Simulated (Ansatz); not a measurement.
**A convergence test on CdF2 (Fm-3m): k mesh of the density**

Wanted: the cheapest k mesh of the density that holds the PBE gap of CdF2 (Fm-3m).

Calculated with Ansatz 0.2.0; DFT, PBE, plane waves, PAW; PAW set soft_1.

Most raw output is cut from this account.

### Step 1. Set-up

The structure is cubic, space group Fm-3m (No. 225). Conventional cell: a = 5.388 Å, b = 5.388 Å, c = 5.388 Å, α = 90.00°, β = 90.00°, γ = 90.00°. Nearest to Cd lie 8 F at 2.33 Å. F has 4 Cd at 2.33 Å nearest. Farther neighbours and most contacts between anions are not listed.

The cell and positions come from the Crystallography Open Database and are kept as given unless a step says otherwise.

### Step 2. k mesh of the density: 2×2×2

input.yaml

```yaml
crystal:
  lattice:
    - [0.0, 2.694, 2.694]
    - [2.694, 0.0, 2.694]
    - [2.694, 2.694, 0.0]
  atoms:
    - { symbol: Cd, position: [0.0, 0.0, 0.0] }
    - { symbol: F, position: [0.25, 0.25, 0.25] }
    - { symbol: F, position: [0.75, 0.75, 0.75] }
kpoints:
  mp_grid: { grid: [2, 2, 2] }
  band_path:
    path:
      - [0.0, 0.0, 0.0]
      - [0.5, 0.0, 0.5]
      - [0.625, 0.25, 0.625]
      - [0.375, 0.375, 0.75]
      - [0.5, 0.5, 0.5]
      - [0.5, 0.25, 0.75]
    npoints: 1
hamiltonian:
  xc: pbe
  pseudopotentials: { kind: paw, azcp: { folder: soft_1 } }
scf:
  occupations: { method: fixed }
  n_extra_bands: 5
output:
  eigenvalues: true
  forces: true
  stress: true
```

Command:

```console
ansatz run input.yaml --threads 24 --pin off --max-ram 82944MiB --backend cuda --events-out ev --progress --plain --runs-dir out --devices 1 --max-vram 78GiB
```

Run time: 0.82 s. Hardware: 1 × NVIDIA GB200 (shared by 2 runs) with 24 threads of Arm Neoverse V2, shared host; peak memory 1 GiB; 1.6 s of CPU time.

Numbers from this step:

```
pressure             : 5.935 GPa
gap                  : 3.058 eV
valence top at       : W
conduction bottom at : Γ
least direct gap     : 3.571 eV
```

The gap is indirect, with the least direct gap 0.51 eV higher.

### Step 3. k mesh of the density: 4×4×4

input.yaml: that of step 2 with these lines changed.

```diff
@@ -10,3 +10,3 @@
 kpoints:
-  mp_grid: { grid: [2, 2, 2] }
+  mp_grid: { grid: [4, 4, 4] }
   band_path:
```

Run time: 1.8 s. Hardware: 1 × NVIDIA GB200 (shared by 2 runs) with 24 threads; peak memory 1 GiB; 7.9 s of CPU time.

This step gave:

```yaml
pressure: 5.468 GPa
gap: 3.098 eV
valence_top_at: W
conduction_bottom_at: Γ
least_direct_gap: 3.595 eV
```

The gap is 3.098 eV, +0.040 eV from the run before at this level.

### Step 4. k mesh of the density: 8×8×8 (the default)

input.yaml, the sections that differ from step 3:

```yaml
kpoints:
  mp_grid: { grid: [8, 8, 8] }
  band_path:
    path:
      - [[0.0, 0.0, 0.0], [0.5, 0.0, 0.5], [0.625, 0.25, 0.625]]
      - [[0.375, 0.375, 0.75], [0.0, 0.0, 0.0], [0.5, 0.5, 0.5], [0.5, 0.25, 0.75], [0.5, 0.0, 0.5]]
    npoints: 10
scf:
  occupations: { method: fermi_dirac, width: 0.02 }
  n_extra_bands: 5
# crystal, hamiltonian, output: as in step 3
```

Wall time 1.2 s (1 × NVIDIA GB200 (shared by 2 runs) with 24 threads); peak memory 1 GiB; 2.2 s of CPU time.

This step gave:

| Item | Value |
| --- | --- |
| pressure | 5.468 GPa |
| gap | 3.099 eV |
| valence top at | W |
| conduction bottom at | Γ |
| least direct gap | 3.596 eV |

The gap is 3.099 eV, +0.001 eV from the run before at this level.

### Step 5. k mesh of the density: 10×10×10

input.yaml, the sections that differ from step 4:

```yaml
kpoints:
  mp_grid: { grid: [10, 10, 10] }
  band_path:
    path:
      - [0.0, 0.0, 0.0]
      - [0.5, 0.0, 0.5]
      - [0.625, 0.25, 0.625]
      - [0.375, 0.375, 0.75]
      - [0.5, 0.5, 0.5]
      - [0.5, 0.25, 0.75]
    npoints: 1
scf:
  occupations: { method: fixed }
  n_extra_bands: 5
# crystal, hamiltonian, output: as in step 4
```

The job ended after 1.4 s (1 × NVIDIA GB200 (shared by 2 runs) with 24 threads; peak memory 1 GiB).

This step gave:

| Item | Value |
| --- | --- |
| pressure | 5.468 GPa |
| gap | 3.099 eV |
| valence top at | W |
| conduction bottom at | Γ |
| least direct gap | 3.596 eV |

The gap is 3.099 eV, as in the run before at this level.

### Step 6. The series

Differences are against the last row; a negative gap means that bands overlap, and a run with a band path holds that path's time. Times are wall times on 1 × NVIDIA GB200 (shared by 2 runs) with 24 threads of Arm Neoverse V2, shared host, good to a factor of about two.

```tsv
k mesh of the density	gap (eV)	direct gap (eV)	gap error (eV)	energy error (meV/atom)	irreducible k	time
2×2×2	3.058	3.571	−0.040	+35.9	3	0.82 s
4×4×4	3.098	3.595	−0.001	+0.3	8	1.8 s
8×8×8	3.099	3.596	+0.000	+0.0	29	1.2 s
10×10×10	3.099	3.596	+0.000	+0.0	47	1.4 s
```

### Step 7. Summary of results

- 2×2×2: 3.058 eV
- 4×4×4: 3.098 eV
- 8×8×8: 3.099 eV
- 10×10×10: 3.099 eV

The gap holds to 0.02 eV from 4×4×4 on. At 2×2×2 the gap is off by −0.040 eV and the energy by +36 meV/atom. The gap is read over the mesh and added points near the edges, so meshes differ mainly through the density and, for a hybrid, the exchange operator.

[Paths, hosts, dates, memory and timing lines, banners, echoed tables and standing remarks are left out of the program output.]

[Logs are printed without paths, hosts, clocks, repeated set-up lines and the standing remarks that a program may print on its own settings, such as how far it seeks lower states.]

[Runs of the session that timed out or met a known fault of the program may be left out.]

[Cells called generated may have been cut or substituted from an entry of the Crystallography Open Database or the Materials Project.]

[Hosts, paths, dates, database ids (printed as entryN), source tags and the programs' standing remarks are cut or masked in the printed files.]
